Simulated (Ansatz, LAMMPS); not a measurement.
# Compressing and expanding annealed Voronoi polycrystal of C with 5 % Si on C sites (3 grains at the start) (194 atoms), part 2 of 3

How stiff is annealed Voronoi polycrystal of C with 5 % Si on C sites (3 grains at the start) (194 atoms)?

Ansatz 0.2.0; Kohn-Sham DFT, PBE, PAW (set soft_2), plane waves.

The cell: 184 C and 10 Si. The starting topology of bonds comes from the classical model. Only the Γ point is sampled.

So far. Step 2 (Single point at the start): The r.m.s. force at the start is 1.5 eV/Å. Step 3 (Cell and atoms relaxed): The relaxation was stopped at its limit after 58 steps, with a largest force component of 0.060 eV/Å.

### Step 4. Single point at the relaxed geometry

One more single point at the end of the walk gives the fuller output and checks the residual forces.

The input, input.yaml:

```yaml
crystal:
  lattice:
    - [13.54472, -0.17374, 0.06921]
    - [-0.13679, 10.39327, 0.24274]
    - [0.05821, 0.25931, 11.11326]
  atoms:
    - { symbol: C, position: [0.99227, 0.18714, 0.52445] }
    - { symbol: C, position: [0.90948, 0.56803, 0.06127] }
    - { symbol: C, position: [0.99633, 0.1591, 0.39626] }
    - { symbol: C, position: [0.03772, 0.24546, 0.0823] }
    - { symbol: C, position: [0.9902, 0.55555, 0.6411] }
    - { symbol: C, position: [0.00089, 0.69882, 0.66201] }
    [... 182 atom lines left out ...]
    - { symbol: C, position: [0.41803, 0.94208, 0.59962] }
    - { symbol: C, position: [0.4312, 0.95844, 0.7256] }
    - { symbol: C, position: [0.18979, 0.97151, 0.64583] }
    - { symbol: C, position: [0.43265, 0.05249, 0.51753] }
    - { symbol: C, position: [0.39157, 0.74078, 0.67569] }
    - { symbol: C, position: [0.12318, 0.90442, 0.5761] }
kpoints:
  mp_grid: { grid: [1, 1, 1] }
hamiltonian:
  xc: pbe
scf:
  occupations: { method: gaussian, width: 0.025 }
output:
  forces: true
  stress: true
  populations: intrinsic
  dos:
    method: { smearing: { sigma: 0.1 } }
    de: 0.1
    projected: { site_lists: { C: [C], Si: [Si] } }
  eigenvalues: true
  write_density: true
  write_potential: true
  volumetric_format: npy
```

The run is started by

```console
$ ansatz run input.yaml --threads 4 --pin off --max-ram 8192MiB --backend cpu --events-out ev --progress --plain --runs-dir out
```

Numbers of over 12 decimals in the logs are rounded to 6 here.

The log of the run:

```text
[...]
Crystal: 194 atoms, lattice volume = 1563.294 Å³
Basis set: ecut = 420 eV, 30557 PW (Γ), exchange–correlation on 192×144×150 points (8 copies of the dense FFT grid, shifted against one another)
Bands: 582, of which v1, the nominal top of the filled ones, is band 388 counted from 1 (387 counted from 0)
Symmetry: 1 space group operations
[...]
k-points: 1
[...]
SCF iter   1: F=—  HF=-52387.714464 eV  |F-HF|=—  |Δ(HF+E_count)|=         —  Δρ=1.39e-2  dr2=5.43e0  ethr=1.77e-3  ⟨swp⟩=6.0  Hψ=2639  notcnv=0  defer=107
[...]
SCF iter  15: F=-52386.862302 eV  HF=-52386.862302 eV  |F-HF|=2.03e-8  |Δ(HF+E_count)|=   5.60e-8  Δρ=1.22e-6  dr2=4.86e-8  ethr=1.29e-11  ⟨swp⟩=20.0  Hψ=5055  notcnv=0
SCF 1 converged in 15 iterations: F = -52386.862302 eV  dr2 = 4.86e-8
[...]
SCF converged after 15 iterations
Free energy (F): -52386.862302 eV
[...]
Internal energy: -52386.862302 eV  (E = F + TS)
E sigma→0 (E₀):  -52386.862302 eV
Entropy (-TS):   -0.000001 eV (-0.000 meV/atom)
Fermi energy:    8.911139 eV
[...]
--- Forces (eV/Å), atoms counted from 1 ---
  atom   1  C     -0.00130687     0.00266954     0.00350018
  atom   2  C     -0.01131485     0.00253509    -0.00394212
  atom   3  C      0.00251676    -0.00938753    -0.00510582
  atom   4  C      0.01428101     0.00234724     0.00048971
  atom   5  C      0.02202935    -0.00497153     0.00653521
  atom   6  C      0.00416196    -0.01021521     0.00252071
  atom   7  C     -0.00840133    -0.01947375    -0.02239388
  atom   8  C      0.01019050     0.00910565     0.02139617
  atom   9  C     -0.00339670     0.01318828    -0.01362280
  atom  10  C      0.00336930    -0.01208464     0.00123760
  atom  11  Si     0.00705570     0.00672696    -0.01507108
  atom  12  C      0.00966461    -0.00927490    -0.00203274
  atom  13  C     -0.00392410     0.00019921    -0.00474393
  atom  14  C      0.00065945     0.01377651    -0.01458064
[...]
atom 193  C      0.00383215    -0.00478699     0.00201879
  atom 194  C      0.00444955    -0.00363855     0.00324468
  max |Σ_I F_I| component: 6.61e-5 eV/Å
--- Stress (GPa, compression-positive) ---
       -0.090695       0.023896      -0.013042
        0.023896      -0.056604      -0.056304
       -0.013042      -0.056304      -0.054387
  P = ⅓ Tr σ = -0.0672 GPa (-0.672 kbar)
--- Band table (eV) ---
[...]
--- intrinsic populations: 194 sites ---
  site symbol       q [e]
     0      C      3.9774
     1      C      4.1707
     2      C      3.9891
[...]
193      C      4.0187
  spilling = 0.000000 (of n_electrons = 776.000000)
```

It took 42 s on 4 threads of Intel Xeon Platinum 8223CL at 3.00GHz (Skylake/Cascade Lake), shared host; peak memory 2.5 GiB; 2.6 min of CPU time.

Read from the output:

```yaml
free_energy: -52386.8623 eV
free_energy_per_atom: -270.0354 eV/atom
scf_cycles: 15
pressure: -0.06723 GPa
r_m_s_force_component: 0.00959 eV/Å
longest_force: 0.07109 eV/Å
fermi_energy: 8.911 eV
spacing_of_highest_filled_and_lowest_empty_level: 0.1636 eV
```

Intrinsic-atomic-orbital charges by element:

| element | coordination | atoms | mean charge (e) | spread | least | most |
| --- | --- | --- | --- | --- | --- | --- |
| C | all | 184 | -0.0532 | 0.110 | -0.443 | 0.0728 |
| Si | all | 10 | 0.979 | 0.0638 | 0.835 | 1.06 |

Density of states as counts of states in windows of 1 eV (from the Fermi level), total and the larger projections:

| from (eV) | to (eV) | total | C p | C s | Si p |
| --- | --- | --- | --- | --- | --- |
| -10 | -9 | 42.1 | 32.8 | 7.4 | 0.7 |
| -9 | -8 | 47.2 | 39.1 | 5.8 | 0.8 |
| -8 | -7 | 55.7 | 48.1 | 5.2 | 1.0 |
| -7 | -6 | 61.9 | 54.7 | 4.6 | 1.4 |
| -6 | -5 | 61.1 | 54.8 | 3.7 | 1.9 |
| -5 | -4 | 59.4 | 53.1 | 2.9 | 2.7 |
| -4 | -3 | 52.2 | 46.2 | 2.5 | 3.0 |
| -3 | -2 | 47.5 | 42.2 | 2.0 | 2.6 |
| -2 | -1 | 37.6 | 33.7 | 1.8 | 1.5 |
| -1 | 0 | 26.2 | 23.5 | 1.4 | 0.7 |
| 0 | 1 | 23.6 | 20.8 | 1.3 | 0.8 |
| 1 | 2 | 24.7 | 21.4 | 1.6 | 0.7 |
| 2 | 3 | 33.1 | 26.7 | 2.6 | 1.8 |
| 3 | 4 | 34.0 | 24.6 | 3.4 | 2.9 |
| 4 | 5 | 38.0 | 24.7 | 5.3 | 3.8 |

Between -21 and -10 eV lie 284 more states.

The levels nearest the highest filled one (over half full), pooled over k-points and spins:

| level less the highest filled one (eV) | occupation |
| --- | --- |
| -0.402 | 2 |
| -0.325 | 2 |
| -0.305 | 2 |
| -0.0829 | 2 |
| -0.0069 | 2 |
| 0 | 2 |
| 0.164 | 0 |
| 0.258 | 0 |
| 0.294 | 0 |
| 0.394 | 0 |
| 0.491 | 0 |
| 0.532 | 0 |

Electrostatic potential energy in the ac plane at fractional y = 0.250, with atoms of C and Si within 0.2 Å of it. With pseudopotentials it is smooth inside the atoms' cores, unlike the true potential.

Ten even steps from '0' (-53 eV) to '9' (13 eV), each cell a mean:
```
98888899999998789997568999999999999999
99862269999973138998568999998889999999
99950048999972038999889999996237999999
99986664589887789999999999984016999999
99999830058888999999999999997556689999
99999852379889999999999999999851058999
99997336899999887789877899888851158999
99985004899999886578623798888987789999
99997446799999998788755899888999999999
88999863379999999988889999999999999998
67899974589999999888899999888999999987
68999986689999999854789998778999999987
89999986589999999731589998888999999998
99999986568999999876789987889999999999
89999983016999999997436841279999999988
69999985137999999985003730169999999732
48999965689998889997436876689999999500
79999864689998778999989999999999999744
99999877899998889999999999999999998546
89998534789999999999999999988899996102
75687201489999999999999998743589987314
20167412589999999999999998400268999887
41278777899999999999999998521379999998
87789999999999999999889999876789999999
```
Columns run along a (13.5 Å; values clipped at the 3rd and 97th percentile), rows up along c (11.1 Å). Atoms in or near the plane, at fractional coordinates: C at (0.04, 0.08), C at (0.55, 0.35), Si at (0.74, 0.09), C at (0.67, 0.36), C at (0.97, 0.31), C at (0.95, 0.17), C at (0.22, 0.38), C at (0.12, 0.90), C at (0.84, 0.74), C at (0.78, 0.85), C at (0.20, 0.80), C at (0.15, 0.68).

Valence density in the ac plane at fractional y = 0.250, with atoms of C and Si within 0.2 Å of it. It is the smooth field of the valence electrons, not physical close to the nuclei.

Ten even steps from '0' (0.0 e/Å³) to '9' (2.1 e/Å³), each cell a mean:
```
12333210000012321015863100001221000000
01357641000025752114763100002342000000
00247863100136763111221000024773100000
00024566432234321000000000125785200000
00001368753322100000000000013577421000
00001368632211111100000000011368752100
00013686310001245422233210011247753100
00125886200000246533576311111123321000
01113687410000123322355211111000000000
32111257631000001122221100111000000012
85200147731000001234210000111000000125
64100136631000011367410001111000000024
21000025631000111357420001211000000012
10000025862000001135431124421000000001
21000026973100000014664467731000000123
42000138962100110014787567731000001367
52000147731012431113554235420000001478
31000256520014652101121112210000001476
20000245310012431000000001110000002575
31111122210000110000000001111000125786
55432101110000000000000001111111124677
78863111110000000000000001100111111224
57742111100000000000000001111111000012
24421000000001100012321001111211000001
```
Columns run along a (13.5 Å), rows up along c (11.1 Å). Atoms in or near the plane, at fractional coordinates: C at (0.04, 0.08), C at (0.55, 0.35), Si at (0.74, 0.09), C at (0.67, 0.36), C at (0.97, 0.31), C at (0.95, 0.17), C at (0.22, 0.38), C at (0.12, 0.90), C at (0.84, 0.74), C at (0.78, 0.85), C at (0.20, 0.80), C at (0.15, 0.68).

Between filled and empty levels lie 0.164 eV at Γ alone; the mesh holds the band edges only if they fold onto it, so the gap at this level can be narrower or closed, while semilocal functionals tend to narrow gaps against experiment. Mean intrinsic-atomic-orbital charges: C -0.05, Si +0.98 e. Within 0.4 eV of the Fermi level the largest share is C p (91 % of the projected weight).

### Step 5. Volume -3 %

The relaxed cell is scaled evenly and the atoms are relaxed again; the stress at the end gives one point of P(V).

input.yaml, the sections that differ from step 4:

```yaml
crystal:
  lattice:
    - [13.4079, -0.17198, 0.06851]
    - [-0.13541, 10.28828, 0.24029]
    - [0.05762, 0.25669, 11.001]
  atoms:
    [... the 194 atom lines of step 4 ...]
output:
  forces: true
  eigenvalues: true
  stress: true
relax:
  f_tol: 0.05
  max_steps: 70
# kpoints, hamiltonian, scf: as in step 4
```

The log of the run:

```text
Warning: output.stress: scf.convergence.dr2_threshold = 1e-7 eV (the SCF's general default) is looser than the 1.08e-8 eV advised for a printed stress (1e-10 eV for each atom of the cell: 194, of which 108 are counted). What an SCF threshold leaves in a stress goes as its square root, and in the free energy as the threshold itself, and one threshold admits the most on a small cell: [...]
[...]
Crystal: 194 atoms, lattice volume = 1516.396 Å³
Basis set: ecut = 420 eV, 29665 PW (Γ), exchange–correlation on 180×144×150 points (8 copies of the dense FFT grid, shifted against one another)
Bands: 582, of which v1, the nominal top of the filled ones, is band 388 counted from 1 (387 counted from 0)
Symmetry: 1 space group operations
[...]
k-points: 1
[...]
SCF iter   1: F=—  HF=-52386.459405 eV  |F-HF|=—  |Δ(HF+E_count)|=         —  Δρ=1.44e-2  dr2=5.52e0  ethr=1.77e-3  ⟨swp⟩=6.0  Hψ=2641  notcnv=0  defer=111
[...]
SCF iter  10: F=-52385.576920 eV  HF=-52385.576926 eV  |F-HF|=5.70e-6  |Δ(HF+E_count)|=   4.22e-5  Δρ=3.33e-5  dr2=3.12e-5  ethr=8.05e-9  ⟨swp⟩=14.0  Hψ=3540  notcnv=0
SCF 1 converged in 10 iterations: F = -52385.576920 eV  dr2 = 3.12e-5
[...]
relax step   1: F+E_penalty+E_count = -52385.57692026 eV  Δ(F+E_penalty+E_count) = +0.000e0 eV  max|allowed force component| = 4.763e-1 eV/Å  Δτ_max = 0.0000 Å  (10 SCF iters, dr2 threshold 6.25e-5 eV, accepted)
[...]
relax step   2: F+E_penalty+E_count = -52385.82721531 eV  Δ(F+E_penalty+E_count) = -2.503e-1 eV  max|allowed force component| = 3.376e-1 eV/Å  Δτ_max = 0.0363 Å  (9 SCF iters, dr2 threshold 1.42e-5 eV, accepted)
[...]
relax step   3: F+E_penalty+E_count = -52385.89519495 eV  Δ(F+E_penalty+E_count) = -6.798e-2 eV  max|allowed force component| = 1.579e-1 eV/Å  Δτ_max = 0.0304 Å  (9 SCF iters, dr2 threshold 7.12e-6 eV, accepted)
relax step   4: F+E_penalty+E_count = -52385.90722710 eV  Δ(F+E_penalty+E_count) = -1.203e-2 eV  max|allowed force component| = 1.065e-1 eV/Å  Δτ_max = 0.0115 Å  (8 SCF iters, dr2 threshold 5.45e-6 eV, accepted)
relax step   5: F+E_penalty+E_count = -52385.91359423 eV  Δ(F+E_penalty+E_count) = -6.367e-3 eV  max|allowed force component| = 1.035e-1 eV/Å  Δτ_max = 0.0100 Å  (10 SCF iters, accepted)
relax step   6: F+E_penalty+E_count = -52385.91668659 eV  Δ(F+E_penalty+E_count) = -3.092e-3 eV  max|allowed force component| = 1.192e-1 eV/Å  Δτ_max = 0.0090 Å  (7 SCF iters, dr2 threshold 4.88e-6 eV, accepted)
relax step   7: F+E_penalty+E_count = -52385.92137577 eV  Δ(F+E_penalty+E_count) = -4.689e-3 eV  max|allowed force component| = 1.395e-1 eV/Å  Δτ_max = 0.0192 Å  (6 SCF iters, dr2 threshold 1.34e-5 eV, accepted)
relax step   8: F+E_penalty+E_count = -52385.93447158 eV  Δ(F+E_penalty+E_count) = -1.310e-2 eV  max|allowed force component| = 2.082e-1 eV/Å  Δτ_max = 0.0671 Å  (8 SCF iters, dr2 threshold 1.95e-5 eV, accepted)
relax step   9: F+E_penalty+E_count = -52385.93990980 eV  Δ(F+E_penalty+E_count) = -5.438e-3 eV  max|allowed force component| = 2.397e-1 eV/Å  Δτ_max = 0.0627 Å  (6 SCF iters, dr2 threshold 4.33e-5 eV, accepted)
relax step  10: F+E_penalty+E_count = -52385.95665107 eV  Δ(F+E_penalty+E_count) = -1.674e-2 eV  max|allowed force component| = 1.649e-1 eV/Å  Δτ_max = 0.0125 Å  (6 SCF iters, dr2 threshold 5.75e-5 eV, accepted)
relax step  11: F+E_penalty+E_count = -52385.95843393 eV  Δ(F+E_penalty+E_count) = -1.783e-3 eV  max|allowed force component| = 4.060e-1 eV/Å  Δτ_max = 0.0205 Å  (8 SCF iters, dr2 threshold 1.29e-5 eV, accepted)
relax step  12: F+E_penalty+E_count = -52385.96552660 eV  Δ(F+E_penalty+E_count) = -7.093e-3 eV  max|allowed force component| = 1.976e-1 eV/Å  Δτ_max = 0.0234 Å  (6 SCF iters, dr2 threshold 7.80e-5 eV, accepted)
relax step  13: F+E_penalty+E_count = -52385.96558408 eV  Δ(F+E_penalty+E_count) = -5.748e-5 eV  max|allowed force component| = 1.917e-1 eV/Å  Δτ_max = 0.0062 Å  (7 SCF iters, dr2 threshold 9.25e-6 eV, accepted)
relax step  14: F+E_penalty+E_count = -52385.96721533 eV  Δ(F+E_penalty+E_count) = -1.631e-3 eV  max|allowed force component| = 3.053e-2 eV/Å  Δτ_max = 0.0068 Å  (6 SCF iters, dr2 threshold 8.70e-6 eV, accepted)
[...]
relax step  15: F+E_penalty+E_count = -52385.96721923 eV  Δ(F+E_penalty+E_count) = -3.906e-6 eV  max|allowed force component| = 3.065e-2 eV/Å  Δτ_max = 0.0000 Å  (5 SCF iters, accepted)
SCF converged after 5 iterations
Free energy (F): -52385.967219 eV
[...]
Internal energy: -52385.967219 eV  (E = F + TS)
E sigma→0 (E₀):  -52385.967219 eV
Entropy (-TS):   -0.000000 eV (-0.000 meV/atom)
Fermi energy:    9.322459 eV
[...]
--- Forces (eV/Å), atoms counted from 1 ---
  atom   1  C      0.00307436    -0.00193251     0.00095711
  atom   2  C     -0.00116527    -0.00061330     0.00033023
  atom   3  C     -0.00086723    -0.00192238     0.00036174
  atom   4  C     -0.00314751     0.00215424     0.00329174
  atom   5  C      0.00089352     0.00173974    -0.00066777
  atom   6  C     -0.00019057     0.00089670     0.00134585
  atom   7  C      0.00030101    -0.00362914    -0.00054299
  atom   8  C     -0.00126259     0.00157317     0.00004861
  atom   9  C     -0.00142152     0.00207327     0.00806408
  atom  10  C      0.00306940    -0.00275630    -0.00039876
  atom  11  Si    -0.00173264    -0.00053111     0.00031843
  atom  12  C     -0.00044334     0.00214202    -0.00040656
  atom  13  C     -0.00188822     0.00347518    -0.00125316
  atom  14  C     -0.00000869    -0.00015909     0.00361272
[...]
atom 193  C     -0.00054330    -0.00355247     0.00150927
  atom 194  C     -0.00189488    -0.00058914    -0.00303758
  max |Σ_I F_I| component: 1.18e-4 eV/Å
--- Stress (GPa, compression-positive) ---
        4.901529      -0.074872       0.045015
       -0.074872       7.334832      -0.353924
        0.045016      -0.353925       7.874447
  P = ⅓ Tr σ = 6.7036 GPa (67.036 kbar)
--- Band table (eV) ---
[...]
--- Relaxed structure (15 steps of the walk, 15 accepted, 0 SCFs on fresh bases) ---
  F+E_penalty+E_count = -52385.96721923 eV   max|allowed force component| = 3.065e-2 eV/Å
  atoms:
    - { symbol: C, position: [0.996494, 0.187938, 0.525127] }
    - { symbol: C, position: [0.909015, 0.569474, 0.060312] }
    - { symbol: C, position: [0.998575, 0.160154, 0.396442] }
    - { symbol: C, position: [0.037470, 0.245999, 0.083186] }
[...]
- { symbol: C, position: [0.121854, 0.905956, 0.577183] }
```

Elapsed: 5.2 min, on 4 threads; peak memory 2.5 GiB.

The program notes that the SCF threshold is loose for the stress.

The relaxation converged after 15 steps, 0.390 eV below its start, with a largest force component of 0.031 eV/Å.

Volume -3 %: the energy stands 0.895 eV above that of the reference, at a pressure of 6.70 GPa.

### Step 6. Volume +3 %

The relaxed cell is scaled to another volume.

Input and log are left out; they have the form of those shown for this kind of step.

The job ended after 3 min (4 threads of Intel Xeon Platinum 8223CL at 3.00GHz (Skylake/Cascade Lake), shared host; peak memory 2.6 GiB).

The relaxation converged after 8 steps, 0.304 eV below its start, with a largest force component of 0.050 eV/Å.

Volume +3 %: the energy stands 0.907 eV above that of the reference, at a pressure of -6.02 GPa.

### Step 7. Volume -6 %

The relaxed cell is scaled to another volume.

Input and log are left out; they have the form of those shown for this kind of step.

It took 4.4 min on 4 threads of Intel Xeon Platinum 8223CL at 3.00GHz (Skylake/Cascade Lake), shared host; peak memory 2.5 GiB.

The relaxation converged after 13 steps, 1.50 eV below its start, with a largest force component of 0.037 eV/Å.

Volume -6 %: the energy stands 3.96 eV above that of the reference, at a pressure of 14.3 GPa.

[end of part 2 of 3]

[Logs are printed without paths, hosts, clocks, repeated set-up lines and the standing remarks that a program may print on its own settings, such as how far it seeks lower states.]

[Hosts, paths, dates, database ids (printed as entryN), source tags and the programs' standing remarks are cut or masked in the printed files.]
